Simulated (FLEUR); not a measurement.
# FePt (Tetraferroplatinum): cost and accuracy of the basis cutoff, part 2 of 3

Wanted: the cheapest choice of the basis cutoff that holds the magnetic results of FePt (Tetraferroplatinum).

FLEUR MaX-R8.1; LDA (VWN); all-electron FLAPW, Dirac cores, scalar-relativistic bands.

So far, largest spin moment in the muffin-tin sphere (μB): step 2 (rung 1 (Kmax 2.16 1/bohr), start ferro +) 2.42; step 3 (rung 1 (Kmax 2.16 1/bohr), start antiferro q=(0,1/2,0) +-) 2.35.

**4. Rung 2 (Kmax 2.7 1/bohr), start ferro +**

The k list default-1 (kpts.xml, not shown) is a Γ-centred 10×10×10 mesh.

inp.xml reads:

```
<?xml version="1.0" encoding="UTF-8" standalone="no"?>
<fleurInput fleurInputVersion="0.39">
   <comment>
      FePt
   </comment>
   <calculationSetup>
      <cutoffs Kmax="2.7" Gmax="8.1" GmaxXC="8.1" numbands="0"/>
      <scfLoop itmax="90" minDistance="0.00002" maxIterBroyd="15" imix="Anderson" alpha="0.05" precondParam="0.5" spinf="2.0" sdNocoIR="T"/>
      <coreElectrons ctail="T" frcor="F" kcrel="0" coretail_lmax="0"/>
      <xcFunctional name="vwn" relativisticCorrections="F"/>
      <magnetism jspins="2"/>
      <soc l_soc="F" theta="0.0" phi="0.0" spav="F"/>
      <expertModes spex="0" secvar="F"/>
      <geometryOptimization l_f="F" forcealpha="1.0" forcemix="BFGS" epsdisp="0.00001" epsforce="0.00001"/>
      <ldaU l_linMix="F" mixParam="0.05" spinf="1.0"/>
   </calculationSetup>
   <cell>
      <bzIntegration valenceElectrons="32.0" mode="hist" fermiSmearingEnergy="0.00183747">
         <kPointListSelection listName="default-1"/>
         <xi:include xmlns:xi="http://www.w3.org/2001/XInclude" href="kpts.xml"> </xi:include>
      </bzIntegration>
      <xi:include xmlns:xi="http://www.w3.org/2001/XInclude" href="sym.xml"> </xi:include>
      <bulkLattice scale="1.0">
         <bravaisMatrix>
            <row-1>    5.1466691003480998     0.0000000000000000     0.0000000000000000</row-1>
            <row-2>    0.0000000000000000     5.1466691003480998     0.0000000000000000</row-2>
            <row-3>    0.0000000000000000     0.0000000000000000     7.0297811835120001</row-3>
         </bravaisMatrix>
      </bulkLattice>
   </cell>
   <atomSpecies>
      <species name="Iron (Fe) 2.800" element="Fe" atomicNumber="26">
         <mtSphere radius="2.47" gridPoints="817" logIncrement="0.015"/>
         <atomicCutoffs lmax="10" lnonsphr="8"/>
         <electronConfig flipSpins="F">
            <coreConfig>(1s1/2) (2s1/2) (2p1/2) (2p3/2)</coreConfig>
            <valenceConfig>(3s1/2) (3p1/2) (3p3/2) (4s1/2) (3d3/2) (3d5/2)</valenceConfig>
            <stateOccupation state="(3d3/2)" spinUp="1.4" spinDown="1.0"/>
            <stateOccupation state="(3d5/2)" spinUp="3.0" spinDown="0.6"/>
         </electronConfig>
         <energyParameters s="4" p="4" d="3" f="4"/>
         <lo type="SCLO" l="0" n="3" eDeriv="0"/>
         <lo type="SCLO" l="1" n="3" eDeriv="0"/>
      </species>
      <species name="Platinum (Pt)" element="Pt" atomicNumber="78">
         <mtSphere radius="2.47" gridPoints="817" logIncrement="0.016"/>
         <atomicCutoffs lmax="10" lnonsphr="8"/>
         <electronConfig flipSpins="F">
            <coreConfig>(1s1/2) (2s1/2) (2p1/2) (2p3/2) (3s1/2) (3p1/2) (3p3/2) (4s1/2) (3d3/2) (3d5/2) (4p1/2) (4p3/2) (5s1/2) (4d3/2) (4d5/2) (4f5/2) (4f7/2)</coreConfig>
            <valenceConfig>(5p1/2) (5p3/2) (6s1/2) (5d3/2) (5d5/2)</valenceConfig>
            <stateOccupation state="(6s1/2)" spinUp="0.500000" spinDown="0.500000"/>
            <stateOccupation state="(5d3/2)" spinUp="1.800000" spinDown="1.800000"/>
            <stateOccupation state="(5d5/2)" spinUp="2.700000" spinDown="2.700000"/>
         </electronConfig>
         <energyParameters s="6" p="6" d="5" f="5"/>
         <lo type="SCLO" l="1" n="5" eDeriv="0"/>
      </species>
   </atomSpecies>
   <atomGroups>
      <atomGroup species="Iron (Fe) 2.800">
         <relPos label="                   1">.0000000000 .0000000000 .0000000000</relPos>
         <force calculate="T" relaxXYZ="TTT"/>
      </atomGroup>
      <atomGroup species="Platinum (Pt)">
         <relPos label="                   2">1.000/2.000 1.000/2.000 1.000/2.000</relPos>
         <force calculate="T" relaxXYZ="TTT"/>
      </atomGroup>
   </atomGroups>
   <output dos="F" band="F" slice="F">
      <bandDOS minEnergy="-.5*Htr" maxEnergy="0.5*Htr" sigma="0.015" storeEVData="T"/>
      <plotting iplot="0" polar="F">
         <plot TwoD="T" vec1="  1.0  0.0  0.0" vec2="  0.0  1.0  0.0" vec3="  0.0  0.0  1.0" zero="  0.0  0.0  0.0" file="plot"/>
      </plotting>
      <moessbauerParams electricFieldGradient="F" isomerShift="F" coreHyperfine="F" valenceHyperfine="F"/>
   </output>
</fleurInput>
```

crystal.txt reads:

```
FePt
&input film=F cartesian=F /
2.72350000000  0.00000000000  0.00000000000
0.00000000000  2.72350000000  0.00000000000
0.00000000000  0.00000000000  3.72000000000
1.8897261246
1.0 1.0 1.0

2
26 0.00000000000  0.00000000000  0.00000000000 : 2.800
78 0.50000000000  0.50000000000  0.50000000000

&kpt div1=10 div2=10 div3=10 gamma=T /
```

The run is started by

```console
> OMP_NUM_THREADS=1 inpgen -f crystal.txt > inpgen.log  # inp.xml is then edited as shown
> OMP_NUM_THREADS=1 mpirun -n 4 fleur_MPI > fleur.log
```

Output:

```text
[banner, memory and clock lines left out]
Welcome to FLEUR        (www.flapw.de)
      MaX-Release 8.1          (www.max-centre.eu)

 ========== k-point set info ==========
 Selected k-point list: default-1
 k-point list type: mesh
 0 x 0 x 0
 Number of k points: 128

 [... set-up left out ...]
 Iteration:     1   Distance:      43.14735110 me/bohr^3
 Iteration:     2   Distance:      23.01068171 me/bohr^3
 Iteration:     3   Distance:      17.72962037 me/bohr^3
 Iteration:     4   Distance:       9.55630856 me/bohr^3
 Iteration:     5   Distance:       8.48074829 me/bohr^3
[...]
<sumOfEigenvalues value="   -12062.0052129955">
               <coreElectrons value="-12041.6128381988"/>
               <valenceElectrons value="-20.3923747966"/>
            </sumOfEigenvalues>
         [... left out ...]
            <freeEnergy value="-19706.9779031485"/>
            <extrapolationTo0K value="-19706.9776937072"/>
         </totalEnergy>
         <densityConvergence units="me/bohr^3">
            <chargeDensity spin="1" distance="0.0000056352"/>
            <chargeDensity spin="2" distance="0.0000076078"/>
            <overallChargeDensity distance="0.0000073368"/>
            <spinDensity distance="0.0000112000"/>
         </densityConvergence>
      </iteration>
```

The job ended after 15 s (4 MPI ranks of Arm Neoverse V2, shared host; peak memory 0.21 GiB).

Numbers from this step:

- free energy: -536254.1875 eV
- program's band gap on this mesh (in a metal only a level spacing): 0.003861 eV
- magnetization: 3.315 μB
- final state: ferromagnetic
- largest moment: 2.930 μB

The largest moment moves by +0.51 μB from rung 1, at 1.2 times its CPU time.

**5. Rung 2 (Kmax 2.7 1/bohr), start antiferro q=(0,1/2,0) +-**

The k list default-1 (kpts.xml, not shown) is a Γ-centred 10×5×10 mesh.

Edit inp.xml of step 4 so:

```diff
@@ -17,3 +17,3 @@
    <cell>
-      <bzIntegration valenceElectrons="32.0" mode="hist" fermiSmearingEnergy="0.00183747">
+      <bzIntegration valenceElectrons="64.0" mode="hist" fermiSmearingEnergy="0.00183747">
          <kPointListSelection listName="default-1"/>
@@ -25,3 +25,3 @@
             <row-1>    5.1466691003480998     0.0000000000000000     0.0000000000000000</row-1>
-            <row-2>    0.0000000000000000     5.1466691003480998     0.0000000000000000</row-2>
+            <row-2>    0.0000000000000000    10.2933382006961995     0.0000000000000000</row-2>
             <row-3>    0.0000000000000000     0.0000000000000000     7.0297811835120001</row-3>
@@ -39,2 +39,15 @@
             <stateOccupation state="(3d5/2)" spinUp="3.0" spinDown="0.6"/>
+         </electronConfig>
+         <energyParameters s="4" p="4" d="3" f="4"/>
+         <lo type="SCLO" l="0" n="3" eDeriv="0"/>
+         <lo type="SCLO" l="1" n="3" eDeriv="0"/>
+      </species>
+      <species name="Iron (Fe) -2.800" element="Fe" atomicNumber="26">
+         <mtSphere radius="2.47" gridPoints="817" logIncrement="0.015"/>
+         <atomicCutoffs lmax="10" lnonsphr="8"/>
+         <electronConfig flipSpins="F">
+            <coreConfig>(1s1/2) (2s1/2) (2p1/2) (2p3/2)</coreConfig>
+            <valenceConfig>(3s1/2) (3p1/2) (3p3/2) (4s1/2) (3d3/2) (3d5/2)</valenceConfig>
+            <stateOccupation state="(3d3/2)" spinUp="1.0" spinDown="1.4"/>
+            <stateOccupation state="(3d5/2)" spinUp="0.6" spinDown="3.0"/>
          </electronConfig>
@@ -63,4 +76,9 @@
       </atomGroup>
+      <atomGroup species="Iron (Fe) -2.800">
+         <relPos label="                   2">.0000000000 1.000/2.000 .0000000000</relPos>
+         <force calculate="T" relaxXYZ="TTT"/>
+      </atomGroup>
       <atomGroup species="Platinum (Pt)">
-         <relPos label="                   2">1.000/2.000 1.000/2.000 1.000/2.000</relPos>
+         <relPos label="                   3">1.000/2.000 1.000/4.000 1.000/2.000</relPos>
+         <relPos label="                   4">1.000/2.000 -1.000/4.000 1.000/2.000</relPos>
          <force calculate="T" relaxXYZ="TTT"/>
```

crystal.txt reads:

```
FePt
&input film=F cartesian=F /
2.72350000000  0.00000000000  0.00000000000
0.00000000000  5.44700000000  0.00000000000
0.00000000000  0.00000000000  3.72000000000
1.8897261246
1.0 1.0 1.0

4
26 0.00000000000  0.00000000000  0.00000000000 : 2.800
26 0.00000000000  0.50000000000  0.00000000000 : -2.800
78 0.50000000000  0.25000000000  0.50000000000
78 0.50000000000  0.75000000000  0.50000000000

&kpt div1=10 div2=5 div3=10 gamma=T /
```

Output:

```text
[banner, memory and clock lines left out]
Welcome to FLEUR        (www.flapw.de)
      MaX-Release 8.1          (www.max-centre.eu)

 ========== k-point set info ==========
 Selected k-point list: default-1
 k-point list type: mesh
 10 x 5 x 10
 Number of k points: 108

 [... set-up left out ...]
 Iteration:     1   Distance:      42.25519102 me/bohr^3
 Iteration:     2   Distance:      23.66231488 me/bohr^3
 Iteration:     3   Distance:      17.92663547 me/bohr^3
 Iteration:     4   Distance:       9.94137863 me/bohr^3
 Iteration:     5   Distance:       6.56125510 me/bohr^3
[...]
<sumOfEigenvalues value="   -24124.4979032285">
               <coreElectrons value="-24083.6471249131"/>
               <valenceElectrons value="-40.8507783154"/>
            </sumOfEigenvalues>
         [... left out ...]
            <freeEnergy value="-39413.9540664539"/>
            <extrapolationTo0K value="-39413.9533985398"/>
         </totalEnergy>
         <densityConvergence units="me/bohr^3">
            <chargeDensity spin="1" distance="0.0000066442"/>
            <chargeDensity spin="2" distance="0.0000066510"/>
            <overallChargeDensity distance="0.0000088588"/>
            <spinDensity distance="0.0000099138"/>
         </densityConvergence>
      </iteration>
```

Run time: 50 s. Hardware: 4 MPI ranks; peak memory 0.32 GiB.

Numbers from this step:

| Quantity | Value |
| --- | --- |
| free energy | -1072508.3276 eV |
| program's band gap on this mesh (in a metal only a level spacing) | 0.003722 eV |
| magnetization | 0 μB |
| final state | antiferromagnetic |
| largest moment | 2.855 μB |

This start lies +23.7 meV a seeded atom from the first, a change of +50.3 meV since rung 1; its largest moment is 2.86 μB.

**6. Rung 3 (Kmax 3.24 1/bohr), start ferro +**

The k list default-1 (kpts.xml, not shown) is a Γ-centred 10×10×10 mesh.

Edit inp.xml of step 5 so:

```diff
@@ -6,3 +6,3 @@
    <calculationSetup>
-      <cutoffs Kmax="2.7" Gmax="8.1" GmaxXC="8.1" numbands="0"/>
+      <cutoffs Kmax="3.24" Gmax="9.7" GmaxXC="9.7" numbands="0"/>
       <scfLoop itmax="90" minDistance="0.00002" maxIterBroyd="15" imix="Anderson" alpha="0.05" precondParam="0.5" spinf="2.0" sdNocoIR="T"/>
@@ -17,3 +17,3 @@
    <cell>
-      <bzIntegration valenceElectrons="64.0" mode="hist" fermiSmearingEnergy="0.00183747">
+      <bzIntegration valenceElectrons="32.0" mode="hist" fermiSmearingEnergy="0.00183747">
          <kPointListSelection listName="default-1"/>
@@ -25,3 +25,3 @@
             <row-1>    5.1466691003480998     0.0000000000000000     0.0000000000000000</row-1>
-            <row-2>    0.0000000000000000    10.2933382006961995     0.0000000000000000</row-2>
+            <row-2>    0.0000000000000000     5.1466691003480998     0.0000000000000000</row-2>
             <row-3>    0.0000000000000000     0.0000000000000000     7.0297811835120001</row-3>
@@ -39,15 +39,2 @@
             <stateOccupation state="(3d5/2)" spinUp="3.0" spinDown="0.6"/>
-         </electronConfig>
-         <energyParameters s="4" p="4" d="3" f="4"/>
-         <lo type="SCLO" l="0" n="3" eDeriv="0"/>
-         <lo type="SCLO" l="1" n="3" eDeriv="0"/>
-      </species>
-      <species name="Iron (Fe) -2.800" element="Fe" atomicNumber="26">
-         <mtSphere radius="2.47" gridPoints="817" logIncrement="0.015"/>
-         <atomicCutoffs lmax="10" lnonsphr="8"/>
-         <electronConfig flipSpins="F">
-            <coreConfig>(1s1/2) (2s1/2) (2p1/2) (2p3/2)</coreConfig>
-            <valenceConfig>(3s1/2) (3p1/2) (3p3/2) (4s1/2) (3d3/2) (3d5/2)</valenceConfig>
-            <stateOccupation state="(3d3/2)" spinUp="1.0" spinDown="1.4"/>
-            <stateOccupation state="(3d5/2)" spinUp="0.6" spinDown="3.0"/>
          </electronConfig>
@@ -76,9 +63,4 @@
       </atomGroup>
-      <atomGroup species="Iron (Fe) -2.800">
-         <relPos label="                   2">.0000000000 1.000/2.000 .0000000000</relPos>
-         <force calculate="T" relaxXYZ="TTT"/>
-      </atomGroup>
       <atomGroup species="Platinum (Pt)">
-         <relPos label="                   3">1.000/2.000 1.000/4.000 1.000/2.000</relPos>
-         <relPos label="                   4">1.000/2.000 -1.000/4.000 1.000/2.000</relPos>
+         <relPos label="                   2">1.000/2.000 1.000/2.000 1.000/2.000</relPos>
          <force calculate="T" relaxXYZ="TTT"/>
```

crystal.txt reads:

```
FePt
&input film=F cartesian=F /
2.72350000000  0.00000000000  0.00000000000
0.00000000000  2.72350000000  0.00000000000
0.00000000000  0.00000000000  3.72000000000
1.8897261246
1.0 1.0 1.0

2
26 0.00000000000  0.00000000000  0.00000000000 : 2.800
78 0.50000000000  0.50000000000  0.50000000000

&kpt div1=10 div2=10 div3=10 gamma=T /
```

Output:

```text
[banner, memory and clock lines left out]
Welcome to FLEUR        (www.flapw.de)
      MaX-Release 8.1          (www.max-centre.eu)

 ========== k-point set info ==========
 Selected k-point list: default-1
 k-point list type: mesh
 0 x 0 x 0
 Number of k points: 128

 [... set-up left out ...]
 Iteration:     1   Distance:      41.23883853 me/bohr^3
 Iteration:     2   Distance:      18.90427983 me/bohr^3
 Iteration:     3   Distance:      14.16970576 me/bohr^3
 Iteration:     4   Distance:      10.03394217 me/bohr^3
 Iteration:     5   Distance:       8.66095513 me/bohr^3
[...]
<sumOfEigenvalues value="   -12056.6680371858">
               <coreElectrons value="-12037.4629840508"/>
               <valenceElectrons value="-19.2050531350"/>
            </sumOfEigenvalues>
         [... left out ...]
            <freeEnergy value="-19707.0774210746"/>
            <extrapolationTo0K value="-19707.0772200793"/>
         </totalEnergy>
         <densityConvergence units="me/bohr^3">
            <chargeDensity spin="1" distance="0.0000030858"/>
            <chargeDensity spin="2" distance="0.0000032242"/>
            <overallChargeDensity distance="0.0000056709"/>
            <spinDensity distance="0.0000027707"/>
         </densityConvergence>
      </iteration>
```

Run time: 20 s. Hardware: 4 MPI ranks; peak memory 0.22 GiB.

Numbers from this step:

* free energy: -536256.8955 eV
* program's band gap on this mesh (in a metal only a level spacing): 7.22e-4 eV
* magnetization: 3.275 μB
* final state: ferromagnetic
* largest moment: 2.912 μB

The largest moment moves by -0.02 μB from rung 2, at 1.4 times its CPU time.

**7. Rung 3 (Kmax 3.24 1/bohr), start antiferro q=(0,1/2,0) +-**

The k list default-1 (kpts.xml, not shown) is a Γ-centred 10×5×10 mesh.

Edit inp.xml of step 6 so:

```diff
@@ -17,3 +17,3 @@
    <cell>
-      <bzIntegration valenceElectrons="32.0" mode="hist" fermiSmearingEnergy="0.00183747">
+      <bzIntegration valenceElectrons="64.0" mode="hist" fermiSmearingEnergy="0.00183747">
          <kPointListSelection listName="default-1"/>
@@ -25,3 +25,3 @@
             <row-1>    5.1466691003480998     0.0000000000000000     0.0000000000000000</row-1>
-            <row-2>    0.0000000000000000     5.1466691003480998     0.0000000000000000</row-2>
+            <row-2>    0.0000000000000000    10.2933382006961995     0.0000000000000000</row-2>
             <row-3>    0.0000000000000000     0.0000000000000000     7.0297811835120001</row-3>
@@ -39,2 +39,15 @@
             <stateOccupation state="(3d5/2)" spinUp="3.0" spinDown="0.6"/>
+         </electronConfig>
+         <energyParameters s="4" p="4" d="3" f="4"/>
+         <lo type="SCLO" l="0" n="3" eDeriv="0"/>
+         <lo type="SCLO" l="1" n="3" eDeriv="0"/>
+      </species>
+      <species name="Iron (Fe) -2.800" element="Fe" atomicNumber="26">
+         <mtSphere radius="2.47" gridPoints="817" logIncrement="0.015"/>
+         <atomicCutoffs lmax="10" lnonsphr="8"/>
+         <electronConfig flipSpins="F">
+            <coreConfig>(1s1/2) (2s1/2) (2p1/2) (2p3/2)</coreConfig>
+            <valenceConfig>(3s1/2) (3p1/2) (3p3/2) (4s1/2) (3d3/2) (3d5/2)</valenceConfig>
+            <stateOccupation state="(3d3/2)" spinUp="1.0" spinDown="1.4"/>
+            <stateOccupation state="(3d5/2)" spinUp="0.6" spinDown="3.0"/>
          </electronConfig>
@@ -63,4 +76,9 @@
       </atomGroup>
+      <atomGroup species="Iron (Fe) -2.800">
+         <relPos label="                   2">.0000000000 1.000/2.000 .0000000000</relPos>
+         <force calculate="T" relaxXYZ="TTT"/>
+      </atomGroup>
       <atomGroup species="Platinum (Pt)">
-         <relPos label="                   2">1.000/2.000 1.000/2.000 1.000/2.000</relPos>
+         <relPos label="                   3">1.000/2.000 1.000/4.000 1.000/2.000</relPos>
+         <relPos label="                   4">1.000/2.000 -1.000/4.000 1.000/2.000</relPos>
          <force calculate="T" relaxXYZ="TTT"/>
```

crystal.txt reads:

```
FePt
&input film=F cartesian=F /
2.72350000000  0.00000000000  0.00000000000
0.00000000000  5.44700000000  0.00000000000
0.00000000000  0.00000000000  3.72000000000
1.8897261246
1.0 1.0 1.0

4
26 0.00000000000  0.00000000000  0.00000000000 : 2.800
26 0.00000000000  0.50000000000  0.00000000000 : -2.800
78 0.50000000000  0.25000000000  0.50000000000
78 0.50000000000  0.75000000000  0.50000000000

&kpt div1=10 div2=5 div3=10 gamma=T /
```

Output:

```text
[banner, memory and clock lines left out]
Welcome to FLEUR        (www.flapw.de)
      MaX-Release 8.1          (www.max-centre.eu)

 ========== k-point set info ==========
 Selected k-point list: default-1
 k-point list type: mesh
 10 x 5 x 10
 Number of k points: 108

 [... set-up left out ...]
 Iteration:     1   Distance:      39.91592870 me/bohr^3
 Iteration:     2   Distance:      19.66592557 me/bohr^3
 Iteration:     3   Distance:      14.27586764 me/bohr^3
 Iteration:     4   Distance:      10.19568557 me/bohr^3
 Iteration:     5   Distance:       5.58224278 me/bohr^3
[...]
<sumOfEigenvalues value="   -24113.8070454629">
               <coreElectrons value="-24075.3401493034"/>
               <valenceElectrons value="-38.4668961595"/>
            </sumOfEigenvalues>
         [... left out ...]
            <freeEnergy value="-39414.1547816126"/>
            <extrapolationTo0K value="-39414.1541801779"/>
         </totalEnergy>
         <densityConvergence units="me/bohr^3">
            <chargeDensity spin="1" distance="0.0000039005"/>
            <chargeDensity spin="2" distance="0.0000038939"/>
            <overallChargeDensity distance="0.0000051890"/>
            <spinDensity distance="0.0000058161"/>
         </densityConvergence>
      </iteration>
```

The job ended after 70 s (4 MPI ranks; peak memory 0.34 GiB).

This step gave:

```
free energy    : -1072513.7893 eV
magnetization  : 0 μB
final state    : antiferromagnetic
largest moment : 2.813 μB
```

This start lies +0.8 meV a seeded atom from the first, a change of -22.8 meV since rung 2; its largest moment is 2.81 μB.

(Continued in part 3 of 3.)

[Logs and program files are shortened in this print: banners, set-up blocks, solver, clock and traceback lines can be left out without a mark of their own.]

[Logs are printed without paths, hosts, clocks, repeated set-up lines and the standing remarks that a program may print on its own settings, such as how far it seeks lower states.]

[Hosts, paths, dates, database ids (printed as entryN), source tags and the programs' standing remarks are cut or masked in the printed files.]

[Where a cell is said to come from a database of computed structures, the database is the Materials Project.]
